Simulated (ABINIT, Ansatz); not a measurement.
**How the form of the self-energy moves the gap of BaSrSn2O6 (P4/mmm)**

How much does the gap of BaSrSn2O6 (P4/mmm) depend on the approximation to the self-energy?

Method: LDA and many-body steps on it, plane waves, in ABINIT 10.8.3.

Most raw output is cut from this account.

### Step 1. Starting point

It takes space group P4/mmm (No. 123, tetragonal). Conventional cell: a = 4.146 Å, b = 4.146 Å, c = 8.295 Å, α = 90.00°, β = 90.00°, γ = 90.00°. Nearest to Ba lie 12 O at 2.93 to 2.97 Å. Nearest to Sr lie 12 O at 2.89 to 2.93 Å. Nearest to Sn lie 6 O at 2.05 to 2.10 Å. O has 2 Sn at 2.10 Å and 4 Ba at 2.93 Å nearest. O has 2 Sn at 2.05 Å and 4 Sr at 2.93 Å nearest. O has 2 Sn at 2.07 Å and 2 Sr at 2.89 Å and 2 Ba at 2.97 Å nearest. Farther neighbours and most contacts between anions are not listed.

The cell and positions are those that the Materials Project relaxed with its own functionals (PBE, PBE+U or r2SCAN), kept fixed. Spin-orbit coupling is left out unless a step names it.

### Step 2. Empty states on the mesh, 2×2×1 mesh, 309 bands

This step: ABINIT 10.8.3; DFT, LDA, plane waves, norm-conserving pseudopotentials.

The sums over transitions need many empty states on a uniform mesh; this step solves for them.

run.abi reads:

```
acell 3*1.0 Angstrom
rprim 
  4.146422000000 0.000000000000 0.000000000000
  0.000000000000 4.146422000000 0.000000000000
  0.000000000000 0.000000000000 8.294893000000
ntypat 4
znucl 56 38 50 8
natom 10
typat 1 2 3 3 4 4 4 4 4 4
xred 
  0.500000000000 0.500000000000 0.000000000000
  0.500000000000 0.500000000000 0.500000000000
  0.000000000000 0.000000000000 0.747206000000
  0.000000000000 0.000000000000 0.252794000000
  0.000000000000 0.000000000000 0.000000000000
  0.000000000000 0.000000000000 0.500000000000
  0.000000000000 0.500000000000 0.256664000000
  0.000000000000 0.500000000000 0.743336000000
  0.500000000000 0.000000000000 0.743336000000
  0.500000000000 0.000000000000 0.256664000000
pp_dirpath "pseudos"
pseudos "Ba.upf, Sr.upf, Sn.upf, O.upf"
ecut 42
ngkpt 2 2 1
nshiftk 1
shiftk 0 0 0
kptopt 1
chksymbreak 0
iscf -2
irdden 1
istwfk *1
nband 309
nbdbuf 28
tolwfr 1e-09
nstep 60
prtvol 0
indata_prefix "in"
outdata_prefix "out"
tmpdata_prefix "tmp"
```

The run is started by

```sh
$ OMP_NUM_THREADS=1 mpirun -n 4 abinit run.abi > log
```

Run time: 3.2 min. Hardware: 4 MPI ranks of Arm Neoverse V2, shared host; peak memory 0.57 GiB.

This step gave:

| Quantity | Value |
| --- | --- |
| gap | 0.5069 eV |
| k of the valence top | 0.5, 0.5, 0 |
| k of the conduction bottom | 0, 0, 0 |
| least direct gap | 1.174 eV |
| k points computed | 3 |
| lowest point of the top converged band, above the valence top | 69.9436 eV |

On this mesh the gap is 0.507 eV.

The density comes from a self-consistent run that is not shown.

### Step 3. Screening, 2×2×1 mesh, 144 bands, screening to 114.3 eV

The RPA dielectric matrix is built and inverted for each q.

This step: RPA screening on LDA, plane waves, norm-conserving pseudopotentials.

run.abi: that of step 2 with these lines changed.

```diff
@@ -28,10 +28,11 @@
 chksymbreak 0
-iscf -2
-irdden 1
 istwfk *1
-nband 309
-nbdbuf 28
-tolwfr 1e-09
-nstep 60
-prtvol 0
+occopt 1
+irdwfk 1
+optdriver 3
+nband 144
+ecuteps 4.2
+inclvkb 2
+awtr 1
+symchi 1
 indata_prefix "in"
```

The job ended after 60 s (4 MPI ranks; peak memory 1.9 GiB).

This step gave:

```
ε∞ with local fields, on this mesh, along the program's q direction : 18.01
the same without local fields                                       : 19.49
plasma frequency                                                    : 31.09 eV
plane waves in the screening matrix                                 : 395
```

Local fields lower ε∞ by 8 %. On a Γ-centred mesh this coarse the value itself is usually too large, while a short band sum pulls it down.

### Step 4. G0W0, Godby-Needs plasmon pole

The self-energy is evaluated for the states that the input lists, and the levels follow from it, in one-shot runs by the linearised quasiparticle equation.

This step: G0W0 on LDA, plane waves, norm-conserving pseudopotentials.

run.abi: that of step 3 with these lines changed.

```diff
@@ -31,8 +31,17 @@
 irdwfk 1
-optdriver 3
+optdriver 4
 nband 144
+gwcalctyp 0
+ecutsigx 42
+symsigma 1
+nkptgw 2
+kptgw 
+  0.5000000000 0.5000000000 0.0000000000
+  0.0000000000 0.0000000000 0.0000000000
+bdgw 
+  49 53
+  49 52
 ecuteps 4.2
-inclvkb 2
-awtr 1
-symchi 1
+irdscr 1
+ppmodel 1
 indata_prefix "in"
```

Elapsed: 12 s, on 4 MPI ranks; peak memory 1.3 GiB; 49 s of CPU time.

This step gave:

| Quantity | Value |
| --- | --- |
| G0W0 gap on the points computed | 1.970 eV |
| starting gap on the mesh | 0.5069 eV |
| k of the valence top | 0.5, 0.5, 0 |
| k of the conduction bottom | 0, 0, 0 |
| Z at the valence top | 0.763 |
| Z at the conduction bottom | 0.814 |
| least direct G0W0 gap on the computed points | 2.652 eV |

The gap on the mesh goes from 0.51 eV to 1.97 eV, a correction of +1.46 eV.

### Step 5. G0W0, von der Linden-Horsch plasmon pole

run.abi: that of step 4 with these lines changed.

```diff
@@ -45,3 +45,3 @@
 irdscr 1
-ppmodel 1
+ppmodel 3
 indata_prefix "in"
```

Elapsed: 9.1 s, on 4 MPI ranks; peak memory 1.1 GiB; 36 s of CPU time.

This step gave:

```
G0W0 gap on the points computed              : 1.951 eV
starting gap on the mesh                     : 0.5069 eV
k of the valence top                         : 0.5, 0.5, 0
k of the conduction bottom                   : 0, 0, 0
Z at the valence top                         : 0.836
Z at the conduction bottom                   : 0.871
least direct G0W0 gap on the computed points : 2.664 eV
```

Against G0W0 in ABINIT (2×2×1 mesh, 144 bands, screening to 114.3 eV, Godby-Needs plasmon pole), the gap moves by −0.019 eV.

### Step 6. G0W0, Engel-Farid plasmon pole

run.abi: that of step 5 with these lines changed.

```diff
@@ -45,3 +45,3 @@
 irdscr 1
-ppmodel 3
+ppmodel 4
 indata_prefix "in"
```

It took 9 s on 4 MPI ranks; peak memory 1.1 GiB; 36 s of CPU time.

This step gave:

| Item | Value |
| --- | --- |
| G0W0 gap on the points computed | 1.873 eV |
| starting gap on the mesh | 0.5069 eV |
| k of the valence top | 0.5, 0.5, 0 |
| k of the conduction bottom | 0, 0, 0 |
| least direct G0W0 gap on the computed points | 2.571 eV |

Against G0W0 in ABINIT (2×2×1 mesh, 144 bands, screening to 114.3 eV, Godby-Needs plasmon pole), the gap moves by −0.097 eV.

### Step 7. One-shot Hartree-Fock

This step: one-shot Hartree-Fock on LDA, plane waves, norm-conserving pseudopotentials.

run.abi: that of step 6 with these lines changed.

```diff
@@ -32,4 +32,4 @@
 optdriver 4
-nband 144
-gwcalctyp 0
+nband 54
+gwcalctyp 5
 ecutsigx 42
@@ -43,5 +43,4 @@
   49 52
-ecuteps 4.2
-irdscr 1
-ppmodel 4
+ixc_sigma 40
+fftgw 31
 indata_prefix "in"
```

Wall time 6 s (4 MPI ranks); peak memory 0.28 GiB.

Numbers from this step:

| Item | Value |
| --- | --- |
| quasiparticle gap on the points computed | 11.15 eV |
| starting gap on the mesh | 0.5069 eV |
| k of the valence top | 0.5, 0.5, 0 |
| k of the conduction bottom | 0, 0, 0 |
| least direct quasiparticle gap on the computed points | 11.60 eV |

Against G0W0 in ABINIT (2×2×1 mesh, 144 bands, screening to 114.3 eV, Godby-Needs plasmon pole), the gap moves by +9.182 eV.

### Step 8. The runs together

Times are wall times on 4 MPI ranks of Arm Neoverse V2, shared host, good to a factor of about two. A run's time includes the screening step that it read.

```csv
run,mesh,bands,screening cutoff (eV),DFT gap (eV),gap on the mesh (eV),direct (eV),ε∞ used,time
"G0W0, Godby-Needs plasmon pole",2×2×1,144,114.3,0.507,1.970,2.652,18.01,73 s
"G0W0, von der Linden-Horsch plasmon pole",2×2×1,144,114.3,0.507,1.951,2.664,18.01,69 s
"G0W0, Engel-Farid plasmon pole",2×2×1,144,114.3,0.507,1.873,2.571,18.01,69 s
one-shot Hartree-Fock,2×2×1,-,-,0.507,11.152,11.603,-,6 s
```

### Step 9. What came out

- G0W0, Godby-Needs plasmon pole: 1.970 eV
- G0W0, von der Linden-Horsch plasmon pole: 1.951 eV
- G0W0, Engel-Farid plasmon pole: 1.873 eV
- one-shot Hartree-Fock: 11.152 eV
- known limits: not at the basis limit; no spin-orbit coupling; coarse k mesh

**Reading.** G0W0, von der Linden-Horsch plasmon pole: −0.019 eV against G0W0, Godby-Needs plasmon pole. G0W0, Engel-Farid plasmon pole: −0.097 eV against G0W0, Godby-Needs plasmon pole. One-shot Hartree-Fock: +9.182 eV against G0W0, Godby-Needs plasmon pole. Bare exchange alone opens the gap to 11.15 eV; against G0W0, correlation takes back 9.18 eV. Bands and cutoff are finite, so the gap is not at the basis limit. The miss can reach some tenths of an eV and take either sign; the mesh is an error of its own. In the G0W0 runs levels were corrected at 2 k points alone, so a gap called «on the mesh» is the least over those, and an edge elsewhere would be missed. The 2×2×1 mesh is coarse for this cell, which bears on the long-range parts of exchange and screening. The many-body steps are scalar-relativistic: spin-orbit coupling is not in them.

[Paths, hosts, dates, memory and timing lines, banners, echoed tables and standing remarks are left out of the program output.]

[Logs are printed without paths, hosts, clocks, repeated set-up lines and the standing remarks that a program may print on its own settings, such as how far it seeks lower states.]

[Runs of the session that timed out or met a known fault of the program may be left out.]

[Hosts, paths, dates, database ids (printed as entryN), source tags and the programs' standing remarks are cut or masked in the printed files.]

[G0W0 gaps are taken among the corrected bands and points alone; a level outside them can change the order at an edge.]

[Where Ansatz stands beside ABINIT at settings called matched, ABINIT's density can come from a denser mesh and the files from another edition; pairs whose starting gaps differed by over 0.03 eV were left out, so agreement reads better than it is.]
